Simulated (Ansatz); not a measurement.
# armchair GaN nanoribbon (N = 4, H edges): bands by functional and under strain, part 2 of 4

Wanted: the relaxed geometry and the bands of the armchair GaN nanoribbon (N = 4, H edges).

Ansatz 0.2.0; DFT PBE, plane waves, PAW; relaxation of a wire's period (the session's first sound run).

So far. Step 2 (The relaxed wire): The cell's length comes to 5.581 Å with spin left out.

### Step 3. The perfect wire

This step: DFT PBE, plane waves, PAW; channels and complex bands of a perfect wire (Ansatz 0.2.0).

At the relaxed period the Bloch states of the perfect wire are found at each energy: those that move forward count the open channels, and those that decay describe how a disturbance dies away inside the wire itself. An energy step of 0.035 eV is under the 0.039 eV that the program asks for its thermal average at 300 K.

Input file input.yaml:

```yaml
crystal:
  lattice:
    - [14.456, 0.0, 0.0]
    - [0.0, 7.0, 0.0]
    - [0.0, 0.0, 5.5810176023]
  atoms:
    - { symbol: Ga, position: [0.33125062, 0.5, 0.99861571] }
    - { symbol: Ga, position: [0.554078907, 0.5, 0.006680696] }
    - { symbol: "N", position: [0.339033713, 0.5, 0.326641737] }
    - { symbol: "N", position: [0.556713221, 0.5, 0.33856896] }
    - { symbol: H, position: [0.763009636, 0.5, 0.363975805] }
    - { symbol: H, position: [0.278394018, 0.5, 0.419571145] }
    - { symbol: Ga, position: [0.445954209, 0.5, 0.506680696] }
    - { symbol: Ga, position: [0.668782497, 0.5, 0.49861571] }
    - { symbol: "N", position: [0.443319895, 0.5, 0.83856896] }
    - { symbol: "N", position: [0.660999404, 0.5, 0.826641737] }
    - { symbol: H, position: [0.237023481, 0.5, 0.863975805] }
    - { symbol: H, position: [0.721639099, 0.5, 0.919571145] }
kpoints:
  mp_grid: { grid: [1, 1, 15] }
  band_path: { path: ["Γ", Z], npoints: 50 }
scf:
  occupations: { method: fermi_dirac, width: 0.05 }
hamiltonian:
  xc: pbe
output:
  transmission:
    e_range: [-2, 2]
    de: 0.035
    kmesh: [1, 1]
    reduced_basis: true
    leads: [[0, 0]]
  dos: { e_range: [-5, 4] }
  write_potential: true
  write_density: true
  volumetric_format: npy
  elf: true
```

The run is started by

```bash
$ ansatz run input.yaml --threads 8 --pin off --max-ram 16384MiB --backend cpu --events-out ev --progress --plain --runs-dir out
```

Numbers of over 12 decimals in the logs are rounded to 6 here.

The log of the run:

```text
[...]
Crystal: 12 atoms, lattice volume = 564.754 Å³
Basis set: ecut = 420 eV, 11029 PW (Γ)
Bands: 50, of which v1, the nominal top of the filled ones, is band 38 counted from 1 (37 counted from 0)
Symmetry: 4 space group operations
[...]
k-points: 8 of 15 (time reversal used)
[...]
SCF iter   1: F=—  HF=-16732.147181 eV  |F-HF|=—  |Δ(HF+E_count)|=         —  Δρ=1.84e-3  dr2=1.37e-2  ethr=1.77e-3  ⟨swp⟩=7.4  Hψ=1856  notcnv=0  defer=4
[...]
SCF iter   8: F=-16732.159031 eV  HF=-16732.159031 eV  |F-HF|=2.10e-8  |Δ(HF+E_count)|=   8.73e-8  Δρ=1.33e-6  dr2=7.03e-9  ethr=1.32e-10  ⟨swp⟩=12.4  Hψ=1647  notcnv=0
SCF 1 converged in 8 iterations: F = -16732.159031 eV  dr2 = 7.03e-9
[...]
NSCF: frozen V_eff on 51 k-points
transmission: 7 of 42 steps passed
transmission: 14 of 42 steps passed
[...]
transmission: 42 of 42 steps passed
WARN: The output density's exchange-correlation potential varies sharply where the density is thin. Do not read a vacuum level from v_tot or v_xc, or from such a field of the output density. On a cell that repeats whose density bears no net charge and no dipole along the vacuum's axis use v_es (v_loc + v_h of the components); under efield.dipole_correction with no amplitude use v_es + v_field, which holds any externa [...]
Second SCF, for the conductance: iteration 1, dr2 8.372e-9 eV
Second SCF, for the conductance: iteration 2, dr2 2.437e-9 eV
Second SCF, for the conductance: iteration 3, dr2 6.412e-10 eV
transmission: 7 of 42 steps passed
transmission: 14 of 42 steps passed
[...]
transmission: 42 of 42 steps passed
SCF converged after 8 iterations
Free energy (F): -16732.159031 eV
[...]
Internal energy: -16732.159031 eV  (E = F + TS)
E sigma→0 (E₀):  -16732.159031 eV
Fermi energy:    -1.298461 eV
[...]
--- Band table (eV; the first three rows and the last of 8) ---
  k-point 0: bands = [... 34 lower, -3.8667, -3.7946, -2.9914, -2.9267, 0.3019, 1.5411, 1.7582, 1.8291, ... 8 higher]
  k-point 1: bands = [... 34 lower, -3.8706, -3.8201, -3.0223, -2.9362, 0.3231, 1.5358, 1.7680, 1.8480, ... 8 higher]
  k-point 2: bands = [... 34 lower, -3.8989, -3.8401, -3.1115, -2.9644, 0.3883, 1.5228, 1.7911, 1.8680, ... 8 higher]
  k-point 7: bands = [... 34 lower, -4.2338, -4.0378, -3.4424, -3.3419, 1.3359, 1.5256, 1.5863, 1.6470, ... 8 higher]
--- Transmission ---
  basis      : 887 plane waves across, 7 finite elements along
  points     : 1, standing for a mesh of 1 x 1
  filling    : by a second SCF (3 iterations) under fermi_dirac of width 0.025852 eV on a mesh of 1 x 1 x 15, whose Fermi level is -1.306587 eV
  energies   : 115 from -2.000000 to 1.990000 eV about the Fermi level, 0.035000 eV apart; the leads are filled to 0.000000 eV, and channels, transmission and decay are at -0.005000 eV
  crystal 0  : N4H4Ga4, at the sites [0, 0], period 5.5810 Å: whole cells are its period
    offset         : up to 0.0000 Å between an atom of the period and one for which it stands
    filled         : 0.5 meV over the level at which it is neutral
    channels       : 0.000000e0 a spin
    conductance    : 1.2248e-13 S/m² at 300 K; may be off by some 0.4 % by where its bands' edges are placed, 0.4 % from the distance to neutral
    slowest decay  : 0.4065 /Å at (0.0000, 0.0000)
```

It took 1.8 min on 8 threads of Intel Xeon Platinum 8488C (Sapphire Rapids), shared host; peak memory 2.4 GiB; 11 min of CPU time.

Numbers from this step:

```yaml
channels_at_the_energy_nearest_the_fermi_level_one_spin: 0
conductance_of_the_lead_as_this_run_defines_it: 1.60e-27 G₀
slowest_decay_in_the_lead_at_the_energy_nearest_the_fermi_level: 0.4065 Å⁻¹
band_gap: 3.229 eV
```

Open channels of the lead, one spin against energy, zero at the Fermi level:

```csv
energy (eV),"open channels of the lead, one spin"
-2.000,2
-1.790,2
-1.615,0
-1.405,0
-1.195,0
-0.985,0
-0.810,0
-0.600,0
-0.390,0
-0.215,0
-0.005,0
0.205,0
0.415,0
0.590,0
0.800,0
1.010,0
1.185,0
1.395,0
1.605,0
1.815,1
```

The slowest values at each energy, most degenerate partners merged, listed up to 1.5 1/Å. The Im kz of the slowest decaying states by energy, zero at the Fermi level:

| energy (eV) | decay 1 (Å⁻¹) | decay 2 (Å⁻¹) | decay 3 (Å⁻¹) | decay 4 (Å⁻¹) |
| --- | --- | --- | --- | --- |
| -2.000 | 0.331 | 0.361 | 0.385 | 0.968 |
| -1.790 | 0.354 | 0.373 | 0.433 | 0.926 |
| -1.615 | 0.0594 | 0.111 | 0.370 | 0.382 |
| -1.405 | 0.215 | 0.359 | 0.384 | 0.390 |
| -1.195 | 0.275 | 0.395 | 0.397 | 0.522 |
| -0.985 | 0.318 | 0.402 | 0.404 | 0.544 |
| -0.810 | 0.345 | 0.405 | 0.409 | 0.560 |
| -0.600 | 0.372 | 0.407 | 0.414 | 0.576 |
| -0.390 | 0.394 | 0.408 | 0.416 | 0.591 |
| -0.215 | 0.408 | 0.408 | 0.417 | 0.601 |
| -0.005 | 0.406 | 0.416 | 0.422 | 0.613 |
| 0.205 | 0.404 | 0.413 | 0.433 | 0.623 |
| 0.415 | 0.400 | 0.407 | 0.441 | 0.633 |
| 0.590 | 0.395 | 0.401 | 0.445 | 0.641 |
| 0.800 | 0.388 | 0.391 | 0.448 | 0.635 |
| 1.010 | 0.377 | 0.380 | 0.449 | 0.618 |
| 1.185 | 0.363 | 0.372 | 0.447 | 0.602 |
| 1.395 | 0.261 | 0.360 | 0.415 | 0.443 |
| 1.605 | 0.0292 | 0.346 | 0.436 | 0.537 |
| 1.815 | 0.330 | 0.425 | 0.524 | 0.530 |

The electronic bands at the labelled points (eV, zero at the Fermi level):

| point | band 35 | band 36 | band 37 | band 38 | band 39 | band 40 | band 41 | band 42 |
| --- | --- | --- | --- | --- | --- | --- | --- | --- |
| Γ | -2.57 | -2.50 | -1.69 | -1.63 | 1.60 | 2.84 | 3.06 | 3.13 |
| halfway | -2.77 | -2.45 | -2.08 | -1.76 | 1.92 | 2.80 | 3.04 | 3.11 |
| Z | -2.84 | -2.84 | -2.09 | -2.09 | 2.74 | 2.74 | 2.91 | 2.91 |

Electrostatic potential energy in the ca plane at fractional y = 0.500, with atoms of Ga and N and H within 0.2 Å of it. With pseudopotentials it is smooth inside the atoms' cores, unlike the true potential.

Values in eV, 24 rows by 15 columns, each cell a mean:
```
  3   3   3   3   3   3   3   3   3   3   3   3   3   3   3
  3   3   3   3   3   3   3   3   3   3   3   3   3   3   3
  2   3   3   3   3   3   3   3   3   3   3   3   2   2   2
  2   2   3   3   2   2   2   3   3   3   2   2   2   2   2
  2   2   2   2   0  -3  -1   2   2   2   2   2   2   2   1
 -1   1   2   1  -8 -36 -23  -2  -1   0   1   1   0  -4  -5
 -4   1   2   1  -2 -10 -16 -18 -16  -9  -2  -3  -9 -32 -34
 -1   1   1   1  -3 -15 -24 -24 -24 -21 -12 -30 -44 -42 -15
 -4  -2  -1   0  -2 -12 -22 -24 -23 -18  -9 -28 -42 -37 -12
-21 -19  -9  -6 -18 -26 -19 -10  -8  -4  -1  -2  -7 -14 -20
-23 -24 -17 -18 -44 -48 -38  -6  -1   0   0  -1  -7 -21 -24
-22 -20 -10  -5 -16 -24 -18 -11 -10  -5  -1  -1  -5 -14 -21
 -5  -3  -1   0  -2 -11 -22 -24 -24 -20  -9 -19 -36 -34 -14
 -2   0   0   0  -2 -13 -23 -24 -24 -22 -12 -29 -46 -45 -19
-16 -11  -4  -3 -12 -17 -15 -16 -15  -9  -3  -4 -12 -16 -16
-24 -24 -15 -21 -45 -47 -32  -4  -1   0   1  -1  -7 -21 -24
-24 -23 -13 -11 -29 -36 -33  -8   0   1   1   0  -6 -19 -24
-11  -7  -2   0  -1 -11 -32 -14  -1   1   2   0 -11 -21 -12
  1   1   2   2   1   0  -1   0   1   2   2  -1 -17 -28  -5
  2   2   2   2   2   2   2   2   2   2   2   2   1   1   2
  3   3   3   2   2   2   2   2   2   2   3   3   3   3   3
  3   3   3   3   3   2   2   2   3   3   3   3   3   3   3
  3   3   3   3   3   3   3   3   3   3   3   3   3   3   3
  3   3   3   3   3   3   3   3   3   3   3   3   3   3   3
```
Columns run along c (5.6 Å; values clipped at the 3rd and 97th percentile), rows up along a (14.5 Å). Atoms in or near the plane, at fractional coordinates: Ga at (0.00, 0.33), Ga at (0.01, 0.55), N at (0.33, 0.34), N at (0.34, 0.56), H at (0.36, 0.76), H at (0.42, 0.28), Ga at (0.51, 0.45), Ga at (0.50, 0.67), N at (0.84, 0.44), N at (0.83, 0.66), H at (0.86, 0.24), H at (0.92, 0.72).

ELF in the ca plane at fractional y = 0.500, with atoms of Ga and N and H within 0.2 Å of it. It is the smooth field of the valence electrons, not physical close to the nuclei.

Ten even steps from '0' (0.00 × 1e-1) to '9' (9.99 × 1e-1), each cell a mean:
```
000000000000000
000123310000000
001589873000000
003899996100000
003999997200011
402899996201488
810588632234799
510133100267467
311133201267567
113677742124542
003752663000110
112577642123442
411123100257667
510012100157457
212566532235664
014743662001220
013667883004431
421258994049987
840014650069999
940000000079999
830000000059999
300000000026886
000000000000111
000000000000000
```
Columns run along c (5.6 Å), rows up along a (14.5 Å). Atoms in or near the plane, at fractional coordinates: Ga at (0.00, 0.33), Ga at (0.01, 0.55), N at (0.33, 0.34), N at (0.34, 0.56), H at (0.36, 0.76), H at (0.42, 0.28), Ga at (0.51, 0.45), Ga at (0.50, 0.67), N at (0.84, 0.44), N at (0.83, 0.66), H at (0.86, 0.24), H at (0.92, 0.72).

Valence density in the ca plane at fractional y = 0.500, with atoms of Ga and N and H within 0.2 Å of it. It is the smooth field of the valence electrons, not physical close to the nuclei.

Ten steps, logarithmic in the rise over the least value, from '_' (0 e/Å³) to '@' (30 e/Å³), each cell a mean:
```
______________________________
______________________________
______________________________
______________________________
__________....________________
________..----..__________....
..______..::------......::----
..______..::**@@%%==--==++++--
..______..::==##**--::==++==--
++--::::--==--::........::--==
@@##----++++==::..______..--%%
**--::::--==--::........::::==
....____..::==%%##--::--====--
..______..::++@@%%==::==++++--
--....::--------::....::------
@@++----++++==::..______..--%%
%%++::--======::________..--##
::..__....::--..______..::--::
______________________..::--..
______________________________
______________________________
______________________________
______________________________
______________________________
```
Columns run along c (5.6 Å), rows up along a (14.5 Å). Atoms in or near the plane, at fractional coordinates: Ga at (0.00, 0.33), Ga at (0.01, 0.55), N at (0.33, 0.34), N at (0.34, 0.56), H at (0.36, 0.76), H at (0.42, 0.28), Ga at (0.51, 0.45), Ga at (0.50, 0.67), N at (0.84, 0.44), N at (0.83, 0.66), H at (0.86, 0.24), H at (0.92, 0.72).

By hand: a barrier of this wire, of length L, would pass T ∝ exp(−2κL) at this energy; with κ = 0.406 Å⁻¹ one decade takes ln 10 / (2κ) = 2.83 Å.

At the computed energy nearest the Fermi level there are 0 channels a spin, and the thermal average gives 1.6e-27 G₀; the gap is 3.23 eV.

### Step 4. Another level of theory, level LDA, cutoff 420 eV

This step: DFT LDA, plane waves, PAW; bands of a perfect wire at the PBE geometry (Ansatz 0.2.0).

The atoms stay at the PBE geometry and the functional changes. At fixed atoms LDA and the gradient-corrected functionals usually give like bands; this run checks that. Against the first PBE run of this kind, the mesh along the wire has 11 points against 15.

Edit input.yaml of step 3 so:

```diff
@@ -19,3 +19,3 @@
 kpoints:
-  mp_grid: { grid: [1, 1, 15] }
+  mp_grid: { grid: [1, 1, 11] }
   band_path: { path: ["Γ", Z], npoints: 50 }
@@ -24,14 +24,2 @@
 hamiltonian:
-  xc: pbe
-output:
-  transmission:
-    e_range: [-2, 2]
-    de: 0.035
-    kmesh: [1, 1]
-    reduced_basis: true
-    leads: [[0, 0]]
-  dos: { e_range: [-5, 4] }
-  write_potential: true
-  write_density: true
-  volumetric_format: npy
-  elf: true
+  xc: lda
```

The log of the run:

```text
[...]
Crystal: 12 atoms, lattice volume = 564.754 Å³
Basis set: ecut = 420 eV, 11029 PW (Γ)
Bands: 50, of which v1, the nominal top of the filled ones, is band 38 counted from 1 (37 counted from 0)
Symmetry: 4 space group operations
[...]
k-points: 6 of 11 (time reversal used)
[...]
SCF iter   1: F=—  HF=-16386.125446 eV  |F-HF|=—  |Δ(HF+E_count)|=         —  Δρ=6.45e-3  dr2=2.43e-1  ethr=1.77e-3  ⟨swp⟩=7.8  Hψ=1413  notcnv=0  defer=4
[...]
SCF iter   8: F=-16386.066231 eV  HF=-16386.066231 eV  |F-HF|=5.76e-8  |Δ(HF+E_count)|=   1.09e-7  Δρ=3.06e-6  dr2=5.01e-8  ethr=1.32e-10  ⟨swp⟩=12.5  Hψ=1270  notcnv=0
SCF 1 converged in 8 iterations: F = -16386.066231 eV  dr2 = 5.01e-8
[...]
SCF converged after 8 iterations
Free energy (F): -16386.066231 eV
[...]
Internal energy: -16386.066231 eV  (E = F + TS)
E sigma→0 (E₀):  -16386.066231 eV
Fermi energy:    -1.520687 eV
[...]
--- Band table (eV; the first three rows and the last of 6) ---
  k-point 0: bands = [... 34 lower, -4.0937, -4.0811, -3.2347, -3.1747, 0.1076, 1.1905, 1.4087, 1.7822, ... 8 higher]
  k-point 1: bands = [... 34 lower, -4.1247, -4.1235, -3.2938, -3.1927, 0.1437, 1.1802, 1.4296, 1.7617, ... 8 higher]
  k-point 2: bands = [... 34 lower, -4.2117, -4.0773, -3.4578, -3.2461, 0.2596, 1.1589, 1.4679, 1.6389, ... 8 higher]
  k-point 5: bands = [... 34 lower, -4.5429, -4.2714, -3.7224, -3.5820, 1.0650, 1.2249, 1.2884, 1.3126, ... 8 higher]
```

Wall time 6.4 s (8 threads); peak memory 2 GiB.

Numbers from this step:

- band gap: 3.282 eV

The electronic bands at the labelled points (eV, zero at the Fermi level):

```csv
point,band 35,band 36,band 37,band 38,band 39,band 40,band 41,band 42
Γ,-2.57,-2.56,-1.71,-1.65,1.63,2.71,2.93,3.30
halfway,-2.79,-2.49,-2.11,-1.79,1.93,2.67,3.00,3.04
Z,-2.89,-2.89,-2.13,-2.13,2.72,2.72,2.79,2.79
```

The gap is 3.28 eV, against 3.23 eV under PBE at the relaxed period.

### Step 5. Levels at the same atoms, level PBEsol, cutoff 420 eV

This step: DFT PBEsol, plane waves, PAW; bands of a perfect wire at the PBE geometry (Ansatz 0.2.0).

The atoms stay at the PBE geometry and the functional changes. At fixed atoms LDA and the gradient-corrected functionals usually give like bands; this run checks that. Against the first PBE run of this kind, the mesh along the wire has 11 points against 15.

Edit input.yaml of step 4 so:

```diff
@@ -24,2 +24,2 @@
 hamiltonian:
-  xc: lda
+  xc: pbesol
```

The log of the run:

```text
[...]
Crystal: 12 atoms, lattice volume = 564.754 Å³
Basis set: ecut = 420 eV, 11029 PW (Γ)
Bands: 50, of which v1, the nominal top of the filled ones, is band 38 counted from 1 (37 counted from 0)
Symmetry: 4 space group operations
[...]
k-points: 6 of 11 (time reversal used)
[...]
--- Band table (eV; the first three rows and the last of 6) ---
  k-point 0: bands = [... 34 lower, -3.8976, -3.8566, -3.0379, -2.9721, 0.3174, 1.4773, 1.6950, 1.8611, ... 8 higher]
  k-point 1: bands = [... 34 lower, -3.9199, -3.9019, -3.0960, -2.9900, 0.3556, 1.4676, 1.7155, 1.8954, ... 8 higher]
  k-point 2: bands = [... 34 lower, -4.0126, -3.8636, -3.2575, -3.0430, 0.4765, 1.4477, 1.7532, 1.8539, ... 8 higher]
  k-point 5: bands = [... 34 lower, -4.3309, -4.0614, -3.5137, -3.3751, 1.3030, 1.5158, 1.5434, 1.6024, ... 8 higher]
[key lines of the parts left out:]
SCF converged after 8 iterations
Free energy (F): -16550.058237 eV
Fermi energy:    -1.314139 eV
```

It took 6.5 s on 8 threads; peak memory 2 GiB.

The gap is 3.29 eV, against 3.23 eV under PBE at the relaxed period.

### Step 6. Levels at the same atoms, level r2SCAN, cutoff 500 eV

This step: DFT r2SCAN, plane waves, PAW; bands of a perfect wire at the PBE geometry (Ansatz 0.2.0).

The atoms stay at the PBE geometry and the functional changes. r2SCAN also reads the kinetic-energy density; it often gives larger moments and wider gaps than PBE, at a higher cost. Against the first PBE run of this kind, the cutoff is 500 eV against 420 and the mesh along the wire has 11 points against 15.

Edit input.yaml of step 5 so:

```diff
@@ -24,2 +24,2 @@
 hamiltonian:
-  xc: pbesol
+  xc: r2scan
```

The log of the run:

```text
[...]
Crystal: 12 atoms, lattice volume = 564.754 Å³
Basis set: ecut = 500 eV, 14349 PW (Γ), exchange–correlation on 432×216×180 points (64 copies of the dense FFT grid, shifted against one another)
Bands: 50, of which v1, the nominal top of the filled ones, is band 38 counted from 1 (37 counted from 0)
Symmetry: 4 space group operations
[...]
k-points: 6 of 11 (time reversal used)
[...]
--- Band table (eV; the first three rows and the last of 6) ---
  k-point 0: bands = [... 34 lower, -4.1205, -4.0279, -3.2602, -3.1934, 0.5254, 1.7835, 2.0069, 2.3249, ... 8 higher]
  k-point 1: bands = [... 34 lower, -4.1450, -4.0793, -3.3176, -3.2115, 0.5681, 1.7729, 2.0258, 2.2977, ... 8 higher]
  k-point 2: bands = [... 34 lower, -4.2335, -4.0884, -3.4779, -3.2651, 0.7010, 1.7505, 2.0593, 2.2149, ... 8 higher]
  k-point 5: bands = [... 34 lower, -4.5602, -4.2868, -3.7368, -3.5983, 1.5980, 1.8108, 1.8973, 1.9115, ... 8 higher]
[key lines of the parts left out:]
SCF converged after 8 iterations
Free energy (F): -16765.299201 eV
Fermi energy:    -1.319611 eV
```

Run time: 13 s. Hardware: 8 threads; peak memory 3.2 GiB.

The gap is 3.72 eV, against 3.23 eV under PBE at the relaxed period.

### Step 7. Comparing the runs

Times are for 8 threads of Intel Xeon Platinum 8488C (Sapphire Rapids), shared host. The series side by side:

| no. | level | band gap (eV) | time | memory (GiB) |
| --- | --- | --- | --- | --- |
| 1 | LDA | 3.282 | 6.4 s | 2.0 |
| 2 | PBEsol | 3.290 | 6.5 s | 2.0 |
| 3 | r2SCAN | 3.719 | 13 s | 3.2 |

[end of part 2 of 4]

[Logs are printed without paths, hosts, clocks, repeated set-up lines and the standing remarks that a program may print on its own settings, such as how far it seeks lower states.]

[Hosts, paths, dates, database ids (printed as entryN), source tags and the programs' standing remarks are cut or masked in the printed files.]
